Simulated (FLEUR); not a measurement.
# 1 ML Fe on Ta(001), 1 substrate layers: which magnetic order is lowest

Does 1 ML Fe on Ta(001), 1 substrate layers prefer parallel or opposed moments?

Calculated with FLEUR MaX-R8.1; LDA (VWN); all-electron FLAPW film, Dirac cores, scalar-relativistic bands.

**1. Set-up**

The cell holds 2 atoms: 1 Ta and 1 Fe. Cell: a = 3.303 Å, b = 3.303 Å, c = 15.335 Å, α = 90.0°, β = 90.0°, γ = 90.0°. Pseudomorphic film on a typed substrate lattice, hard-sphere layer spacings, unrelaxed. Vacuum lies along c.

**2. Order 1, typed as ferro +**

The parallel start comes first: it shows whether parallel moments hold.

inpgen writes inp.xml from crystal.txt; cutoffs, mixing, functional, smearing and local orbitals are then set in the file. The k list default-1 (kpts.xml, not shown) is a Γ-centred 8×8×1 mesh; where the ranks do not divide the number of points, some are split in two of half the weight.

The input, inp.xml:

```
<?xml version="1.0" encoding="UTF-8" standalone="no"?>
<fleurInput fleurInputVersion="0.39">
   <comment>
      TaFe
   </comment>
   <calculationSetup>
      <cutoffs Kmax="3.6" Gmax="10.8" GmaxXC="10.8" numbands="0"/>
      <scfLoop itmax="120" minDistance="0.00002" maxIterBroyd="15" imix="Anderson" alpha="0.03" precondParam="0.0" spinf="2.0" sdNocoIR="T"/>
      <coreElectrons ctail="T" frcor="F" kcrel="0" coretail_lmax="0"/>
      <xcFunctional name="vwn" relativisticCorrections="F"/>
      <magnetism jspins="2"/>
      <soc l_soc="F" theta="0.0" phi="0.0" spav="F"/>
      <expertModes spex="0" secvar="F"/>
      <geometryOptimization l_f="F" forcealpha="1.0" forcemix="BFGS" epsdisp="0.00001" epsforce="0.00001"/>
      <ldaU l_linMix="F" mixParam="0.05" spinf="1.0"/>
   </calculationSetup>
   <cell>
      <bzIntegration valenceElectrons="43.0" mode="hist" fermiSmearingEnergy="0.00293995">
         <kPointListSelection listName="default-1"/>
         <xi:include xmlns:xi="http://www.w3.org/2001/XInclude" href="kpts.xml"> </xi:include>
      </bzIntegration>
      <xi:include xmlns:xi="http://www.w3.org/2001/XInclude" href="sym.xml"> </xi:include>
      <filmLattice scale="1.0" dVac="8.14" dTilda="10.64">
         <bravaisMatrixFilm>
            <row-1>    6.2409339100589758     0.0000000000000000</row-1>
            <row-2>    0.0000000000000000     6.2409339100589758</row-2>
         </bravaisMatrixFilm>
         <vacuumEnergyParameters vacuum="1" spinUp="-.25" spinDown="-.25"/>
         <vacuumEnergyParameters vacuum="2" spinUp="-.25" spinDown="-.25"/>
      </filmLattice>
   </cell>
   <atomSpecies>
      <species name="Tantalum (Ta)" element="Ta" atomicNumber="73">
         <mtSphere radius="2.41" gridPoints="797" logIncrement="0.017"/>
         <atomicCutoffs lmax="10" lnonsphr="8"/>
         <electronConfig flipSpins="F">
            <coreConfig>(1s1/2) (2s1/2) (2p1/2) (2p3/2) (3s1/2) (3p1/2) (3p3/2) (4s1/2) (3d3/2) (3d5/2) (4p1/2) (4p3/2) (4d3/2) (4d5/2)</coreConfig>
            <valenceConfig>(5s1/2) (5p1/2) (5p3/2) (6s1/2) (4f5/2) (4f7/2) (5d3/2) (5d5/2)</valenceConfig>
            <stateOccupation state="(5d3/2)" spinUp="0.600000" spinDown="0.600000"/>
            <stateOccupation state="(5d5/2)" spinUp="0.900000" spinDown="0.900000"/>
         </electronConfig>
         <energyParameters s="6" p="6" d="5" f="5"/>
         <lo type="SCLO" l="0" n="5" eDeriv="0"/>
         <lo type="SCLO" l="1" n="5" eDeriv="0"/>
         <lo type="SCLO" l="3" n="4" eDeriv="0"/>
      </species>
      <species name="Iron (Fe) 2.800" element="Fe" atomicNumber="26">
         <mtSphere radius="2.41" gridPoints="797" logIncrement="0.015"/>
         <atomicCutoffs lmax="10" lnonsphr="8"/>
         <electronConfig flipSpins="F">
            <coreConfig>(1s1/2) (2s1/2) (2p1/2) (2p3/2)</coreConfig>
            <valenceConfig>(3s1/2) (3p1/2) (3p3/2) (4s1/2) (3d3/2) (3d5/2)</valenceConfig>
            <stateOccupation state="(3d3/2)" spinUp="1.4" spinDown="1.0"/>
            <stateOccupation state="(3d5/2)" spinUp="3.0" spinDown="0.6"/>
         </electronConfig>
         <energyParameters s="4" p="4" d="3" f="4"/>
         <lo type="SCLO" l="0" n="3" eDeriv="0"/>
         <lo type="SCLO" l="1" n="3" eDeriv="0"/>
      </species>
   </atomSpecies>
   <atomGroups>
      <atomGroup species="Tantalum (Ta)">
         <filmPos label="                   1">.0000000000 .0000000000 -1.2616489630</filmPos>
         <force calculate="T" relaxXYZ="TTT"/>
      </atomGroup>
      <atomGroup species="Iron (Fe) 2.800">
         <filmPos label="                   2">1.000/2.000 1.000/2.000 1.2616489630</filmPos>
         <force calculate="T" relaxXYZ="TTT"/>
      </atomGroup>
   </atomGroups>
   <output dos="F" band="F" slice="F">
      <bandDOS minEnergy="-.5*Htr" maxEnergy="0.5*Htr" sigma="0.015" storeEVData="T"/>
      <plotting iplot="0" polar="F">
         <plot TwoD="T" vec1="  1.0  0.0  0.0" vec2="  0.0  1.0  0.0" vec3="  0.0  0.0  1.0" zero="  0.0  0.0 -0.5" file="plot"/>
      </plotting>
      <moessbauerParams electricFieldGradient="F" isomerShift="F" coreHyperfine="F" valenceHyperfine="F"/>
   </output>
</fleurInput>
```

The input, crystal.txt:

```
TaFe
&input film=T cartesian=F /
3.30256000000  0.00000000000  0.00000000000
0.00000000000  3.30256000000  0.00000000000
0.00000000000  0.00000000000  1.00000000000
1.8897261246
1.0 1.0 1.0

2
73 0.00000000000  0.00000000000  -1.26164896296
26 0.50000000000  0.50000000000  1.26164896296 : 2.800

&kpt div1=8 div2=8 div3=1 gamma=T /
```

The run is started by

```sh
$ OMP_NUM_THREADS=1 inpgen -f crystal.txt > inpgen.log  # inp.xml is then edited as shown
$ OMP_NUM_THREADS=1 mpirun -n 2 fleur_MPI > fleur.log
```

The log of the run:

```text
Welcome to FLEUR        (www.flapw.de)
      MaX-Release 8.1          (www.max-centre.eu)

 ========== k-point set info ==========
 Selected k-point list: default-1
 k-point list type: mesh
 0 x 0 x 0
 Number of k points: 16

 ------------Calculation Setup---------------------------
 Number of MPI-tasks      :            2
 Number of PE/node        :            2
 Number of OMP-threads    :            1
 k-points in parallel     :            2
 pe's per k-point         :            1
 No of k-point loops      :            8
 Eigenvalue solver        :       lapack
 Number of basis functions:          383
 Approximate size of matrices (H+S) per k-point:         0.004 GB
 --------------------------------------------------------
 Iteration:     1   Distance:      27.55311207 me/bohr^3
 Iteration:     2   Distance:      13.05913222 me/bohr^3
 Iteration:     3   Distance:      10.89884179 me/bohr^3
 Iteration:     4   Distance:      16.26193865 me/bohr^3
 Iteration:     5   Distance:      10.43353334 me/bohr^3
 Iteration:     6   Distance:       7.03403451 me/bohr^3
 Iteration:     7   Distance:       4.59954896 me/bohr^3
 Iteration:     8   Distance:       3.20672741 me/bohr^3
 Iteration:     9   Distance:       2.17000738 me/bohr^3
 Iteration:    10   Distance:       1.65268604 me/bohr^3
[... 27 iterations left out ...]
 Iteration:    38   Distance:       0.00041695 me/bohr^3
 Iteration:    39   Distance:       0.00033957 me/bohr^3
 Iteration:    40   Distance:       0.00007288 me/bohr^3
 Iteration:    41   Distance:       0.00006563 me/bohr^3
 Iteration:    42   Distance:       0.00004134 me/bohr^3
 Iteration:    43   Distance:       0.00002893 me/bohr^3
 Iteration:    44   Distance:       0.00002286 me/bohr^3
 Iteration:    45   Distance:       0.00002398 me/bohr^3
 Iteration:    46   Distance:       0.00002076 me/bohr^3
 Iteration:    47   Distance:       0.00001558 me/bohr^3

 ********************************************************************
 Run finished successfully
 Stop message:
   all done
 ********************************************************************

--- out.xml (last complete iteration) ---
<iteration numberForCurrentRun="   47" overallNumber="   47">
         [... left out ...]
         <bandgap value="0.0038761594" units="eV"/>
         <sumValenceSingleParticleEnergies value="-49.1438422586" units="Htr"/>
         <FermiEnergy value="-0.1691048515" units="Htr"/>
         <valenceDensity>
            <mtCharges spin="1">
               <mtCharge atomType="1" total="11.8639296" s="1.1433604" p="2.9878212" d="0.7355029" f="6.9955745"/>
               <mtCharge atomType="2" total="8.5538298" s="1.2477948" p="3.1197342" d="4.1807535" f="0.0042180"/>
            </mtCharges>
            <mtCharges spin="2">
               <mtCharge atomType="1" total="12.4388847" s="1.1632023" p="3.0042236" d="1.2753967" f="6.9948668"/>
               <mtCharge atomType="2" total="6.3624957" s="1.2087268" p="3.1239465" d="2.0203813" f="0.0074127"/>
            </mtCharges>
            <spinDependentCharge spin="1" total="22.1736253" interstitial="1.6032087" mtSpheres="20.4177593" vacuum1="0.0651785" vacuum2="0.0874788"/>
            <spinDependentCharge spin="2" total="20.8263750" interstitial="1.8576110" mtSpheres="18.8013804" vacuum1="0.0301195" vacuum2="0.1372640"/>
            <totalCharge value="43.0000002140"/>
         </valenceDensity>
         [... left out ...]
         <allElectronCharges>
            <spinDependentCharge spin="1" total="50.1736253" interstitial="1.6032105" mtSpheres="48.4177574" vacuum1="0.0651785" vacuum2="0.0874788"/>
            <spinDependentCharge spin="2" total="48.8263750" interstitial="1.8576129" mtSpheres="46.8013785" vacuum1="0.0301195" vacuum2="0.1372640"/>
            <totalCharge value="99.0000002091"/>
         </allElectronCharges>
         <magneticMomentsInMTSpheres units="muBohr">
            <globalMagMoment atomType="1" vec="0.00000   0.00000  -0.57496"/>
            <localMagMoment atomType="1" vec="0.00000   0.00000  -0.57496"/>
            <globalMagMoment atomType="2" vec="0.00000   0.00000   2.19133"/>
            <localMagMoment atomType="2" vec="0.00000   0.00000   2.19133"/>
         </magneticMomentsInMTSpheres>
         <moessbauerParams unitsHFF="kG" unitsIS="e/bohr^3" unitsEFG="Htr/bohr^2">
         </moessbauerParams>
         <totalEnergy value="   -16887.3479811050" units="Htr">
            <sumOfEigenvalues value="   -10342.0290052742">
               <coreElectrons value="-10292.8851630156"/>
               <valenceElectrons value="-49.1438422586"/>
            </sumOfEigenvalues>
            <densityCoulombPotentialIntegral value="-28677.3699201824"/>
            <densityEffectivePotentialIntegral value="-29157.3688972134"/>
            <chargeDenXCDenIntegral value="-361.7785876573"/>
            <FockExchangeEnergyValence value="0.0000000000"/>
            <FockExchangeEnergyCore value="0.0000000000"/>
            <atomTypeDependentContributions atomType="1">
               <electronNucleiInteractionDifferentMTs value="19450.0334304165"/>
               <MadelungTerm value="-29.8996371320"/>
            </atomTypeDependentContributions>
            <atomTypeDependentContributions atomType="2">
               <electronNucleiInteractionDifferentMTs value="1518.4196539744"/>
               <MadelungTerm value="-3.8716037729"/>
            </atomTypeDependentContributions>
            <tkbTimesEntropy value="0.0038705075"/>
            <freeEnergy value="-16887.3518516126"/>
            <extrapolationTo0K value="-16887.3499163588"/>
         </totalEnergy>
         <densityConvergence units="me/bohr^3">
            <chargeDensity spin="1" distance="0.0000078919"/>
            <chargeDensity spin="2" distance="0.0000112515"/>
            <overallChargeDensity distance="0.0000116171"/>
            <spinDensity distance="0.0000155821"/>
         </densityConvergence>
      </iteration>
```

Elapsed: 1.7 min, on 2 MPI ranks of Arm Neoverse V1, shared host; peak memory 0.18 GiB.

Numbers from this step:

* free energy: -459528.2539 eV
* program's band gap on this mesh (in a metal only a level spacing): 0.003876 eV
* magnetization: 1.347 μB
* final state: ferromagnetic, with opposed induced moments
* largest moment: 2.191 μB

After 47 cycles the largest moment stands at 2.19 μB.

**3. Order 2, typed as antiferro q=(1/2,1/2,0) +-**

An opposed order shows whether neighbours prefer unlike signs.

The cell is doubled to 4 atoms to hold this order. The mesh is halved along the doubled vector, so that both cells sample the same points. The k list default-1 (kpts.xml, not shown) is a Γ-centred 4×8×1 mesh.

inp.xml, as its differences from that of step 2:

```diff
@@ -17,3 +17,3 @@
    <cell>
-      <bzIntegration valenceElectrons="43.0" mode="hist" fermiSmearingEnergy="0.00293995">
+      <bzIntegration valenceElectrons="86.0" mode="hist" fermiSmearingEnergy="0.00293995">
          <kPointListSelection listName="default-1"/>
@@ -24,4 +24,4 @@
          <bravaisMatrixFilm>
-            <row-1>    6.2409339100589758     0.0000000000000000</row-1>
-            <row-2>    0.0000000000000000     6.2409339100589758</row-2>
+            <row-1>   12.4818678201179516     0.0000000000000000</row-1>
+            <row-2>    6.2409339100589758     6.2409339100589758</row-2>
          </bravaisMatrixFilm>
@@ -59,2 +59,15 @@
       </species>
+      <species name="Iron (Fe) -2.800" element="Fe" atomicNumber="26">
+         <mtSphere radius="2.41" gridPoints="797" logIncrement="0.015"/>
+         <atomicCutoffs lmax="10" lnonsphr="8"/>
+         <electronConfig flipSpins="F">
+            <coreConfig>(1s1/2) (2s1/2) (2p1/2) (2p3/2)</coreConfig>
+            <valenceConfig>(3s1/2) (3p1/2) (3p3/2) (4s1/2) (3d3/2) (3d5/2)</valenceConfig>
+            <stateOccupation state="(3d3/2)" spinUp="1.0" spinDown="1.4"/>
+            <stateOccupation state="(3d5/2)" spinUp="0.6" spinDown="3.0"/>
+         </electronConfig>
+         <energyParameters s="4" p="4" d="3" f="4"/>
+         <lo type="SCLO" l="0" n="3" eDeriv="0"/>
+         <lo type="SCLO" l="1" n="3" eDeriv="0"/>
+      </species>
    </atomSpecies>
@@ -63,2 +76,3 @@
          <filmPos label="                   1">.0000000000 .0000000000 -1.2616489630</filmPos>
+         <filmPos label="                   2">1.000/2.000 .0000000000 -1.2616489630</filmPos>
          <force calculate="T" relaxXYZ="TTT"/>
@@ -66,3 +80,7 @@
       <atomGroup species="Iron (Fe) 2.800">
-         <filmPos label="                   2">1.000/2.000 1.000/2.000 1.2616489630</filmPos>
+         <filmPos label="                   3">.0000000000 1.000/2.000 1.2616489630</filmPos>
+         <force calculate="T" relaxXYZ="TTT"/>
+      </atomGroup>
+      <atomGroup species="Iron (Fe) -2.800">
+         <filmPos label="                   4">1.000/2.000 1.000/2.000 1.2616489630</filmPos>
          <force calculate="T" relaxXYZ="TTT"/>
```

The input, crystal.txt:

```
TaFe
&input film=T cartesian=F /
6.60512000000  0.00000000000  0.00000000000
3.30256000000  3.30256000000  0.00000000000
0.00000000000  0.00000000000  1.00000000000
1.8897261246
1.0 1.0 1.0

4
73 0.00000000000  0.00000000000  -1.26164896296
73 0.50000000000  0.00000000000  -1.26164896296
26 0.00000000000  0.50000000000  1.26164896296 : 2.800
26 0.50000000000  0.50000000000  1.26164896296 : -2.800

&kpt div1=4 div2=8 div3=1 gamma=T /
```

The log of the run:

```text
[banner, memory and clock lines left out]
Welcome to FLEUR        (www.flapw.de)
      MaX-Release 8.1          (www.max-centre.eu)

 ========== k-point set info ==========
 Selected k-point list: default-1
 k-point list type: mesh
 0 x 0 x 0
 Number of k points: 14

 ------------Calculation Setup---------------------------
 Number of PE/node        :            2
 Number of OMP-threads    :            1
 k-points in parallel     :            2
 pe's per k-point         :            1
 No of k-point loops      :            7
 Eigenvalue solver        :       lapack
 Number of basis functions:          756
 Approximate size of matrices (H+S) per k-point:         0.017 GB
 Iteration:     1   Distance:      26.33980020 me/bohr^3
 Iteration:     2   Distance:      13.19026389 me/bohr^3
 Iteration:     3   Distance:      10.58054216 me/bohr^3
 Iteration:     4   Distance:       9.86388442 me/bohr^3
 Iteration:     5   Distance:       6.33114952 me/bohr^3
 Iteration:     6   Distance:       4.81858431 me/bohr^3
 Iteration:     7   Distance:       7.37638585 me/bohr^3
 Iteration:     8   Distance:       3.68279437 me/bohr^3
 Iteration:     9   Distance:       4.19643603 me/bohr^3
 Iteration:    10   Distance:       2.64704859 me/bohr^3
[... 16 iterations left out ...]
 Iteration:    27   Distance:       0.00078311 me/bohr^3
 Iteration:    28   Distance:       0.00059748 me/bohr^3
 Iteration:    29   Distance:       0.00014221 me/bohr^3
 Iteration:    30   Distance:       0.00015642 me/bohr^3
 Iteration:    31   Distance:       0.00015391 me/bohr^3
 Iteration:    32   Distance:       0.00008966 me/bohr^3
 Iteration:    33   Distance:       0.00007741 me/bohr^3
 Iteration:    34   Distance:       0.00004419 me/bohr^3
 Iteration:    35   Distance:       0.00003458 me/bohr^3
 Iteration:    36   Distance:       0.00001996 me/bohr^3

 ********************************************************************
 Run finished successfully
 Stop message:
   all done
 ********************************************************************

--- out.xml (last complete iteration) ---
<iteration numberForCurrentRun="   36" overallNumber="   36">
         [... left out ...]
         <bandgap value="0.0777722952" units="eV"/>
         <sumValenceSingleParticleEnergies value="-98.0755328128" units="Htr"/>
         <FermiEnergy value="-0.1696246643" units="Htr"/>
         <valenceDensity>
            <mtCharges spin="1">
               <mtCharge atomType="1" total="12.1491156" s="1.1535097" p="2.9965853" d="1.0024542" f="6.9951076"/>
               <mtCharge atomType="2" total="8.6286302" s="1.2385069" p="3.1299554" d="4.2532125" f="0.0054175"/>
               <mtCharge atomType="3" total="6.2862098" s="1.2219378" p="3.1131871" d="1.9432904" f="0.0060741"/>
            </mtCharges>
            <mtCharges spin="2">
               <mtCharge atomType="1" total="12.1491156" s="1.1535097" p="2.9965853" d="1.0024542" f="6.9951076"/>
               <mtCharge atomType="2" total="6.2862098" s="1.2219378" p="3.1131871" d="1.9432904" f="0.0060741"/>
               <mtCharge atomType="3" total="8.6286302" s="1.2385069" p="3.1299554" d="4.2532125" f="0.0054175"/>
            </mtCharges>
            <spinDependentCharge spin="1" total="43.0000002" interstitial="3.4652846" mtSpheres="39.2130712" vacuum1="0.0948094" vacuum2="0.2268350"/>
            <spinDependentCharge spin="2" total="43.0000002" interstitial="3.4652846" mtSpheres="39.2130712" vacuum1="0.0948094" vacuum2="0.2268350"/>
            <totalCharge value="86.0000004215"/>
         </valenceDensity>
         [... left out ...]
         <magneticMomentsInMTSpheres units="muBohr">
            <globalMagMoment atomType="1" vec="0.00000   0.00000   0.00000"/>
            <localMagMoment atomType="1" vec="0.00000   0.00000   0.00000"/>
            <globalMagMoment atomType="2" vec="0.00000   0.00000   2.34242"/>
            <localMagMoment atomType="2" vec="0.00000   0.00000   2.34242"/>
            <globalMagMoment atomType="3" vec="0.00000   0.00000  -2.34242"/>
            <localMagMoment atomType="3" vec="0.00000   0.00000  -2.34242"/>
         </magneticMomentsInMTSpheres>
         [... left out ...]
         <totalEnergy value="   -33774.6996071430" units="Htr">
            <sumOfEigenvalues value="   -20683.5877282125">
               <coreElectrons value="-20585.5121953997"/>
               <valenceElectrons value="-98.0755328128"/>
            </sumOfEigenvalues>
            <densityCoulombPotentialIntegral value="-57354.2823538505"/>
            <densityEffectivePotentialIntegral value="-58314.2866976108"/>
            <chargeDenXCDenIntegral value="-723.5620394086"/>
            <FockExchangeEnergyValence value="0.0000000000"/>
            <FockExchangeEnergyCore value="0.0000000000"/>
         [... left out ...]
            <tkbTimesEntropy value="0.0061006835"/>
            <freeEnergy value="-33774.7057078265"/>
            <extrapolationTo0K value="-33774.7026574847"/>
         </totalEnergy>
         <densityConvergence units="me/bohr^3">
            <chargeDensity spin="1" distance="0.0000127687"/>
            <chargeDensity spin="2" distance="0.0000127847"/>
            <overallChargeDensity distance="0.0000159508"/>
            <spinDensity distance="0.0000199637"/>
         </densityConvergence>
      </iteration>
```

The job ended after 5.3 min (2 MPI ranks; peak memory 0.4 GiB).

Spin moment in the muffin-tin sphere by atom:

| atom | spin moment in the muffin-tin sphere (μB) |
| --- | --- |
| Ta1 | 0.00 |
| Ta2 | 0.00 |
| Fe3 | 2.34 |
| Fe4 | -2.34 |

Numbers from this step:

```yaml
free_energy: -919056.5624 eV
program_s_band_gap_on_this_mesh_in_a_metal_only_a_level_spacing: 0.07777 eV
magnetization: 0 μB
final_state: antiferromagnetic
```

It lies 27.3 meV a seeded atom under the first start, and its largest moment is 2.34 μB against 2.19 μB.

(Part 1 of 3 ends here.)

[Logs and program files are shortened in this print: banners, set-up blocks, solver, clock and traceback lines can be left out without a mark of their own.]

[Logs are printed without paths, hosts, clocks, repeated set-up lines and the standing remarks that a program may print on its own settings, such as how far it seeks lower states.]

[Hosts, paths, dates, database ids (printed as entryN), source tags and the programs' standing remarks are cut or masked in the printed files.]

[Where a cell is said to come from a database of computed structures, the database is the Materials Project.]
